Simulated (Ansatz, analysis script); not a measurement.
# CuF2: turning one moment

How well does a Heisenberg term describe CuF2? One moment is turned under a constraint.

Main program and level: Ansatz 0.2.0; PBEsol with U = 6 eV on Cu d (ortho-atomic projectors), PAW set soft_1 (files made for PBE).

Report form: the programs' logs are mostly left out.

## Step 1: Starting point

Symmetry: P2_1/c, No. 14, monoclinic system. The conventional cell has a = 3.320 Å, b = 4.540 Å, c = 5.343 Å, α = 90.00°, β = 121.44°, γ = 90.00°. Cu has 6 F at 1.91 to 2.31 Å nearest. Nearest to F lie 3 Cu at 1.91 to 2.31 Å. Farther neighbours and most contacts between anions are not listed.

The cell of this run holds 6 atoms, 2 of them with a starting moment; values «a cell» refer to the cell of the run in question.

## Step 2: Collinear start 1: ferro ++

The order that a run ends on hangs on its start, so several orders are typed and the lowest is carried on. The program's own search can turn an unstable start over.

input.yaml

```yaml
crystal:
  lattice:
    - [3.32, 0.0, 0.0]
    - [0.0, 4.54, 0.0]
    - [-2.7868682953, 0.0, 4.5589330534]
  atoms:
    - { symbol: Cu, position: [0.0, 0.0, 0.0], spin: 1.0 }
    - { symbol: Cu, position: [0.0, 0.5, 0.5], spin: 1.0 }
    - { symbol: F, position: [0.256, 0.3, 0.3] }
    - { symbol: F, position: [0.744, 0.8, 0.2] }
    - { symbol: F, position: [0.744, 0.7, 0.7] }
    - { symbol: F, position: [0.256, 0.2, 0.8] }
magnetization:
  spin_polarized: true
kpoints:
  mp_grid: { grid: [6, 4, 4] }
hamiltonian:
  xc: pbesol
  hubbard:
    projectors: ortho-atomic
    sites: [{ species: Cu, l: d, u_eff: 6.0 }]
  pseudopotentials: { kind: paw, azcp: { folder: soft_1 }, xc_functional: pbe }
scf:
  occupations: { method: fermi_dirac, width: 0.05 }
  max_iter: 120
  convergence: { dr2_threshold: 1.0e-08 }
output:
  write_density: true
  write_potential: true
  elf: true
  volumetric_format: npy
```

The run is started by

```console
$ ansatz run input.yaml --threads 4 --pin off --max-ram 8192MiB --backend cpu --events-out ev --progress --plain --runs-dir out
```

Run time: 19 s. Hardware: 4 threads of Arm Neoverse V2, shared host; peak memory 1 GiB.

It ends ferromagnetic, with 0.785 μB on the largest site.

## Step 3: Collinear start 2: antiferro +-

A self-consistent run from these starting moments shows which magnetic state they lead to.

Edit input.yaml of step 2 so:

```diff
@@ -7,3 +7,3 @@
     - { symbol: Cu, position: [0.0, 0.0, 0.0], spin: 1.0 }
-    - { symbol: Cu, position: [0.0, 0.5, 0.5], spin: 1.0 }
+    - { symbol: Cu, position: [0.0, 0.5, 0.5], spin: -1.0 }
     - { symbol: F, position: [0.256, 0.3, 0.3] }
@@ -26,6 +26 @@
   convergence: { dr2_threshold: 1.0e-08 }
-output:
-  write_density: true
-  write_potential: true
-  elf: true
-  volumetric_format: npy
```

It took 6.6 s on 4 threads; peak memory 0.54 GiB; 25 s of CPU time.

It ends antiferromagnetic, with 0.763 μB on the largest site.

## Step 4: Which start is lowest

```csv
typed order,atoms,final state,energy (meV/atom),largest moment (μB)
ferro ++,6,ferromagnetic,8.36,0.78
antiferro +-,6,antiferromagnetic,0.00,0.76
```

The session goes on from the lowest state with moments found, typed antiferro +-.

Spin moment in the atom's sphere by atom:

```
atom  spin moment in the atom's sphere (μB)
 Cu1                                  0.763
 Cu2                                 -0.763
  F3                                  0.001
  F4                                 -0.001
  F5                                  0.001
  F6                                 -0.001
```

Tables count atoms from 1; parts of the log count from 0.

## Step 5: Constrained states

A canted state is in general not stationary, so a lock holds the direction of each moment by a field that the run finds for itself, with a floor under its size so that it cannot collapse. One batch solves all states on one mesh, so that their energies can be subtracted.

The input counts atoms from 0. Atom 1 (Cu) is the turned one, and with it all its lattice images.

input.yaml, the sections that differ from step 3:

```yaml
crystal:
  lattice:
    - [3.32, 0.0, 0.0]
    - [0.0, 4.54, 0.0]
    - [-2.7868682953, 0.0, 4.5589330534]
  atoms:
    - { symbol: Cu, position: [0.0, 0.0, 0.0], spin: 0.76, spin_axis: [0.0, 0.0, 1.0] }
    - { symbol: Cu, position: [0.0, 0.5, 0.5], spin: 0.76, spin_axis: [0.0, 0.0, -1.0] }
    - { symbol: F, position: [0.256, 0.3, 0.3] }
    - { symbol: F, position: [0.744, 0.8, 0.2] }
    - { symbol: F, position: [0.744, 0.7, 0.7] }
    - { symbol: F, position: [0.256, 0.2, 0.8] }
basis:
  ecutwfc: 420.0
magnetization:
  noncollinear: true
magnetic_configurations:
  lock: { kind: ray, floor_fraction: 0.25 }
  seed: rotate
  angular_fan:
    site: 1
    rotation_axis: [0, 1, 0]
    angles_deg: [0, 30, 60, 90, 135, 180]
checkpoint:
  read: start
# kpoints, hamiltonian, scf: as in step 3
```

It took 3.8 min on 4 threads; peak memory 0.86 GiB; 15 min of CPU time.

The batch gives an energy and a set of moments for each member that converges.

## Step 6: Energies against angle

All numbers here come from the batch. Energies are free energies plus the run's first-order correction to the targets, less the reference.

| angle (°) | energy (meV a cell) | turned moment (μB) |
| --- | --- | --- |
| 0 | 0.00 | 0.763 |
| 30 | 3.02 | 0.764 |
| 60 | 11.49 | 0.767 |
| 90 | 23.61 | 0.772 |
| 135 | 42.01 | 0.781 |
| 180 | 50.14 | 0.785 |

A fit E(θ) = A (1 − cos θ) + B sin²θ to the 5 turned states whose moment kept its size within 15 % gives A = 25.1 meV and B = -1.43 meV, with an r.m.s. miss of 0.033 meV. A > 0 favours the reference's alignment.

## Step 7: Results

| Item | Value |
| --- | --- |
| energy at 180° | 50.1 meV a cell |
| turned moment | 0.763 μB at 0°, 0.785 μB at 180° |
| bilinear term A | 25.1 meV |
| biquadratic term B | -1.43 meV |

What this shows: Every turn costs energy, 50.1 meV a cell at 180°, so the antiferromagnetic reference is stable against this one rotation; no orders other than those typed and the 180° state were run. The turned moment keeps its size within 2.9 %. The biquadratic term is 5.7 % of the bilinear one, so a Heisenberg term alone is not enough; B < 0 softens the collinear states, though not enough for a canted minimum. With two magnetic atoms a cell and E = −Σ J e·e over ordered pairs, the couplings of one atom to all images of the other sum to -12.5 meV. Spin–orbit coupling is switched off, and couplings of the turned atom to its own lattice images don't enter, since these turn with it.

[Logs and program files are shortened in this print: banners, set-up blocks, solver, clock and traceback lines can be left out without a mark of their own.]

[Logs are printed without paths, hosts, clocks, repeated set-up lines and the standing remarks that a program may print on its own settings, such as how far it seeks lower states.]

[Hosts, paths, dates, database ids (printed as entryN), source tags and the programs' standing remarks are cut or masked in the printed files.]
